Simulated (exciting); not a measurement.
The O K edge of atom 4 in SiO2 (Quartz), space group P3_121, with 2 Si at 1.61 Å (bent, 144°, site symmetry 1), was computed at 2 levels: exchange and screened direct term (singlet BSE) and independent particles. Common settings: exciting, all-electron LAPW+lo, LDA, 3×3×3 shifted k points, 38 conduction bands, |G+q| up to 3 bohr⁻¹, full RPA screening with nempty = 70, Lorentzian half width 0.45 eV.

Energy from the Kohn–Sham onset, core level to the lowest empty state found on the meshes used; all runs on one relative scale:

```
E (eV)  run 1  run 2
  -4.0   0.01   0.04
  -3.5   0.01   0.05
  -3.0   0.01   0.06
  -2.5   0.01   0.09
  -2.0   0.01   0.15
  -1.5   0.02   0.24
  -1.0   0.02   0.36
  -0.5   0.02   0.78
   0.0   0.03   1.33
   0.5   0.05   1.50
   1.0   0.07   1.15
   1.5   0.10   1.00
   2.0   0.15   0.76
   2.5   0.22   0.62
   3.0   0.32   0.52
   3.5   0.44   0.46
   4.0   0.54   0.45
   4.5   0.60   0.38
   5.0   0.58   0.31
   5.5   0.65   0.26
   6.0   0.75   0.24
   6.5   0.79   0.25
   7.0   0.77   0.30
   7.5   0.64   0.30
   8.0   0.53   0.26
   8.5   0.46   0.21
   9.0   0.49   0.21
   9.5   0.52   0.23
  10.0   0.40   0.21
  10.5   0.36   0.19
  11.0   0.42   0.17
  11.5   0.39   0.15
  12.0   0.39   0.14
  12.5   0.35   0.14
  13.0   0.32   0.14
  13.5   0.31   0.14
  14.0   0.29   0.13
  14.5   0.28   0.12
  15.0   0.29   0.11
  15.5   0.29   0.10
  16.0   0.25   0.11
  16.5   0.21   0.11
```

Question: Which run is which, and why?

Run 1: independent particles; highest local maximum in the window at 6.3 eV. Run 2: exchange and screened direct term (singlet BSE); highest local maximum in the window at 0.4 eV. The attractive direct term pulls weight down: the curves pass 0.23 at 2.6 and -1.6 eV in the order of the runs. Fine structure above the first lines is partly noise of the 27-point mesh.

[Banner, clock and machine lines of the logs are left out without a mark of their own.]

[Logs are printed without paths, hosts, clocks, repeated set-up lines and the standing remarks that a program may print on its own settings, such as how far it seeks lower states.]

[Hosts, paths, dates, database ids (printed as entryN), source tags and the programs' standing remarks are cut or masked in the printed files.]
